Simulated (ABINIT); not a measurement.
Records of electronic-structure calculations.

```
BaTiO3 (P4mm): G0W0 with ABINIT, start to end
1.0
     3.99048    0.00000    0.00000
     0.00000    3.99048    0.00000
     0.00000    0.00000    4.02303
Ba Ti O
1 1 3
Direct
  0.00000 0.00000 0.00000
  0.50000 0.50000 0.52200
  0.50000 0.50000 0.97900
  0.50000 0.00000 0.48800
  0.00000 0.50000 0.48800
# method: RPA screening on PBE with spin-orbit coupling, plane waves, norm-conserving pseudopotentials (and 2 further levels or steps)
# program: ABINIT 10.8.3
# settings: cutoff 38 Ha, PseudoDojo fully relativistic 0.4 standard, norm-conserving, potential set dojo-fr-pbe-0.4-standard, ngkpt (2, 2, 2), nband 102, ecuteps 3.6 Ha, shiftk (0, 0, 0), symchi 1, awtr 1, frequency ppm, 2×2×2 k-mesh
# cost: 5 runs, 9.4 min in all on 4 MPI ranks of Arm Neoverse V2, shared host
# notes: The program’s warnings: Neglecting <n,k|[Vnl,iqr]|m,k> and nkpt*nsppol () is not a multiple of nproc spkpt (). The cell and positions come from the Crystallography Open Database and are kept as given unless a step says otherwise. Limits: screening head approximate. The 2×2×2 mesh is coarse for this cell, which bears on the long-range parts of exchange and screening.
# PBE gap: 1.85 eV, indirect
# G0W0 gap on the mesh: 3.36 eV
# GW settings: 2×2×2 mesh, 102 bands, screening to 98 eV, Godby-Needs plasmon pole
# known limits: short of the basis limit; screening head approximate; coarse k mesh
```

[Long decimals in the printed logs are rounded to 6 places.]

[Logs are printed without paths, hosts, clocks, repeated set-up lines and the standing remarks that a program may print on its own settings, such as how far it seeks lower states.]

[Paths, hosts, dates, memory and timing lines, banners, echoed tables and standing remarks are left out of the program output; an Ansatz launch command may be rebuilt from the run's recorded settings. Measured values are a selection of at most five: reports struck by readers or far from the other reports are left out. None is set beside runs whose start may be inverted or whose files or cutoffs have a known fault.]

[Runs of the session that timed out or met a known fault of the program may be left out.]

[Hosts, paths, dates, database ids (printed as entryN), source tags and the programs' standing remarks are cut or masked in the printed files.]

[G0W0 gaps are taken among the corrected bands and points alone; a level outside them can change the order at an edge.]

[Where Ansatz stands beside ABINIT at settings called matched, ABINIT's density can come from a denser mesh and the files from another edition; pairs whose starting gaps differed by over 0.03 eV were left out, so agreement reads better than it is.]
